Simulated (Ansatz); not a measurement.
# W2N monolayer: the cell at rest, part 2 of 2

Wanted: the relaxed cell of W2N monolayer.

Ansatz 0.2.0; DFT PBEsol, scalar-relativistic, plane waves, PAW; PAW set soft_1.

So far. Step 2 (A coarse first look): The coarse mesh shows no gap.

## (4) Relaxation (continued)

Electrostatic potential energy in the ac plane at fractional y = 0.333, with atoms of W within 0.2 Å of it. With pseudopotentials it is smooth inside the atoms' cores, unlike the true potential.

Values in eV, 24 rows by 14 columns, each cell a mean:
```
  0   0   0   0   0   0   0   0   0   0   0   0   0   0
  0   0   0   0   0   0   0   0   0   0   0   0   0   0
  0   0   0   0   0   0   0   0   0   0   0   0   0   0
  0   0   0   0   0   0   0   0   0   0   0   0   0   0
  0   0   0   0   0   0   0   0   0   0   0   0   0   0
  0   0   0   0   0   0   0   0   0   0   0   0   0   0
  0   0   0   0   0   0   0   0   0   0   0   0   0   0
  0   0   0   0   0   0   0   0   0   0   0   0   0   0
  0   0   0   0   0   0   0   0   0   0   0   0   0   0
  0   0   0   0   0   0   0   0   0   0   0   0   0   0
  0   0   0   0   0   0   0   0   0   0   0   0   0   0
  0   0   0   0   0   0   0   0   0   0   0   0   0   0
 -1  -1  -1  -1  -1  -1   0   0   0   0   0   0   0   0
 -8 -10 -12 -11 -10  -8  -6  -4  -3  -2  -2  -3  -4  -6
-22 -28 -30 -30 -26 -20 -14 -10  -7  -6  -6  -8 -10 -15
 -9 -11 -12 -11 -10  -9  -9  -9 -10 -11 -11 -10  -9  -9
-21 -12  -9 -10 -15 -26 -32 -34 -35 -35 -35 -35 -34 -31
 -9  -6  -4  -4  -6 -11 -17 -21 -23 -24 -24 -23 -20 -15
 -1   0   0   0   0  -1  -1  -1  -1  -2  -2  -1  -1  -1
  0   0   0   0   0   0   0   0   0   0   0   0   0   0
  0   0   0   0   0   0   0   0   0   0   0   0   0   0
  0   0   0   0   0   0   0   0   0   0   0   0   0   0
  0   0   0   0   0   0   0   0   0   0   0   0   0   0
  0   0   0   0   0   0   0   0   0   0   0   0   0   0
```
Columns run along a (2.8 Å; values clipped at the 3rd and 97th percentile), rows up along c (28.6 Å). Atoms in or near the plane, at fractional coordinates: W at (0.67, 0.30).

## (5) Relaxing to small forces for the phonons

Phonons need a cell at rest on their own settings, so the relaxation is repeated with tight tolerances on forces and stress, using the mesh and the filling of the phonon run that follows.

input.yaml

```yaml
crystal:
  lattice:
    - [2.7573816584, 0.0, 0.0]
    - [-1.3786908292, 2.3879625641, 0.0]
    - [0.0, 0.0, 28.6]
  atoms:
    - { symbol: "N", position: [0.0, 0.0, 0.3496503497] }
    - { symbol: W, position: [0.3333333333, 0.6666666667, 0.3999211966] }
    - { symbol: W, position: [0.6666666667, 0.3333333333, 0.2993795028] }
  periodic: [true, true, false]
kpoints:
  mp_grid: { grid: [18, 18, 1] }
hamiltonian:
  xc: pbesol
  pseudopotentials: { kind: paw, azcp: { folder: soft_1 }, xc_functional: pbe }
scf:
  occupations: { method: methfessel_paxton, width: 0.2 }
output:
  forces: true
  stress: true
  eigenvalues: true
  write_density: true
  write_potential: true
  elf: true
  volumetric_format: npy
relax:
  adjacent_minimum: "off"
  f_tol: 0.001
  max_steps: 60
  cell: { stress_2d_tol: 0.002 }
```

Started as:

```sh
$ ansatz run input.yaml --threads 4 --pin off --max-ram 16384MiB --backend cpu --events-out ev --progress --plain --runs-dir out
```

Numbers of over 12 decimals in the logs are rounded to 6 here.

Output:

```text
[...]
Crystal: 3 atoms, lattice volume = 188.317 Å³
Basis set: ecut = 420 eV, 3677 PW (Γ), exchange–correlation on 40×40×384 points (8 copies of the dense FFT grid, shifted against one another)
Bands: 21, of which v1, the nominal top of the filled ones, is band 17 counted from 1 (16 counted from 0)
Symmetry: 12 space group operations
[...]
k-points: 37 of 324
[...]
k-point 36: bands = [... 13 lower, -7.0584, -7.0584, -6.7900, -4.7186, -4.7186, -3.0445, -3.0445, -2.2050]
--- Relaxed structure (4 steps of the walk, 4 accepted, 1 SCFs on fresh bases) ---
[...]
cell:  # Å, volume = 188.2659 Å³
    - [2.757005, 0.0, 0]
    - [-1.378502, 2.387636, 0]
    - [0, 0, 28.6]
  atoms:
    - { symbol: N, position: [0, 0, 0.3496503497] }
    - { symbol: W, position: [0.333333, 0.666667, 0.399931] }
    - { symbol: W, position: [0.666667, 0.333333, 0.299370] }
[key lines of the parts left out:]
SCF converged after 6 iterations
Free energy (F): -20890.919399 eV
Fermi energy:    -5.413464 eV
P = ½ c Tr σ = 0.0003 N/m
```

Wall time 14 s (4 threads of Arm Neoverse V1, shared host); peak memory 0.54 GiB; 52 s of CPU time.

Little changed from the start: no atom moved by 0.005 Å and no cell edge by 0.1 %.

This step gave:

| Property | Result |
| --- | --- |
| area per atom | 2.194 Å² |

Electrostatic potential energy in the ac plane at fractional y = 0.000, with atoms of N within 0.2 Å of it. With pseudopotentials it is smooth inside the atoms' cores, unlike the true potential.

Ten even steps from '_' (-29 eV) to '@' (0 eV), each cell a mean:
```
@@@@@@@@@@@@@@@@@@@@@@@@@@@@
@@@@@@@@@@@@@@@@@@@@@@@@@@@@
@@@@@@@@@@@@@@@@@@@@@@@@@@@@
@@@@@@@@@@@@@@@@@@@@@@@@@@@@
@@@@@@@@@@@@@@@@@@@@@@@@@@@@
@@@@@@@@@@@@@@@@@@@@@@@@@@@@
@@@@@@@@@@@@@@@@@@@@@@@@@@@@
@@@@@@@@@@@@@@@@@@@@@@@@@@@@
@@@@@@@@@@@@@@@@@@@@@@@@@@@@
@@@@@@@@@@@@@@@@@@@@@@@@@@@@
@@@@@@@@@@@@@@@@@@@@@@@@@@@@
@@@@@@@@@@@@@@@@@@@@@@@@@@@@
@@@@@@@@@@@@@@@@@@@@@@@@@@@@
@@@@%%%%##**********##%%%%@@
******++--....__....--++****
______::****##**##****::____
******++==..........--++****
@@@@%%%%##**++++++**##%%%%@@
@@@@@@@@@@@@@@@@@@@@@@@@@@@@
@@@@@@@@@@@@@@@@@@@@@@@@@@@@
@@@@@@@@@@@@@@@@@@@@@@@@@@@@
@@@@@@@@@@@@@@@@@@@@@@@@@@@@
@@@@@@@@@@@@@@@@@@@@@@@@@@@@
@@@@@@@@@@@@@@@@@@@@@@@@@@@@
```
Columns run along a (2.8 Å; values clipped at the 3rd and 97th percentile), rows up along c (28.6 Å). Atoms in or near the plane, at fractional coordinates: N at (0.00, 0.35).

ELF in the ac plane at fractional y = 0.000, with atoms of N within 0.2 Å of it. It is the smooth field of the valence electrons, not physical close to the nuclei.

Ten even steps from '0' (0.00) to '9' (0.76), each cell a mean:
```
00000000000000
00000000000000
00000000000000
00000000000000
00000000000000
00000000000000
00000000000000
00000000000000
00000000000000
00000000000000
00000000000000
00000000000000
33322211122233
88754322234578
65433345433345
56998421248996
65433345433345
88754322234578
43332211122333
00000000000000
00000000000000
00000000000000
00000000000000
00000000000000
```
Columns run along a (2.8 Å), rows up along c (28.6 Å). Atoms in or near the plane, at fractional coordinates: N at (0.00, 0.35).

Valence density in the ac plane at fractional y = 0.000, with atoms of N within 0.2 Å of it. It is the smooth field of the valence electrons, not physical close to the nuclei.

Ten steps, logarithmic in the rise over the least value, from '0' (0.0 e/Å³) to '9' (3.0 e/Å³), each cell a mean:
```
00000000000000
00000000000000
00000000000000
00000000000000
00000000000000
00000000000000
00000000000000
00000000000000
00000000000000
00000000000000
00000000000000
00000000000000
11111111111111
44444555554444
66666777776666
99986554556899
66666777776666
44444555554444
11111111111111
00000000000000
00000000000000
00000000000000
00000000000000
00000000000000
```
Columns run along a (2.8 Å), rows up along c (28.6 Å). Atoms in or near the plane, at fractional coordinates: N at (0.00, 0.35).

The largest force component left is 0.46 meV/Å, within the tolerances set.

## (6) Summary of results

| Quantity | Value |
| --- | --- |
| space group after relaxation (within 0.01 Å) | P-3m1 |
| lattice constant a | 2.757 Å |
| lattice constant b | 2.757 Å |
| area per atom | 2.19 Å² |

The largest force component left is 0.46 meV/Å, within the tolerances set. The relaxation keeps the symmetry of its start, so it says nothing on stability against lower symmetry. The runs are without spin polarisation, although the cell has an odd electron count. Spin-orbit coupling is left out, which can matter for the heavy elements here. The PAW files were made for PBE and serve the other functionals too. The starting cell was built on a prototype and not taken from a measurement.

[Logs are printed without paths, hosts, clocks, repeated set-up lines and the standing remarks that a program may print on its own settings, such as how far it seeks lower states.]

[Hosts, paths, dates, database ids (printed as entryN), source tags and the programs' standing remarks are cut or masked in the printed files.]
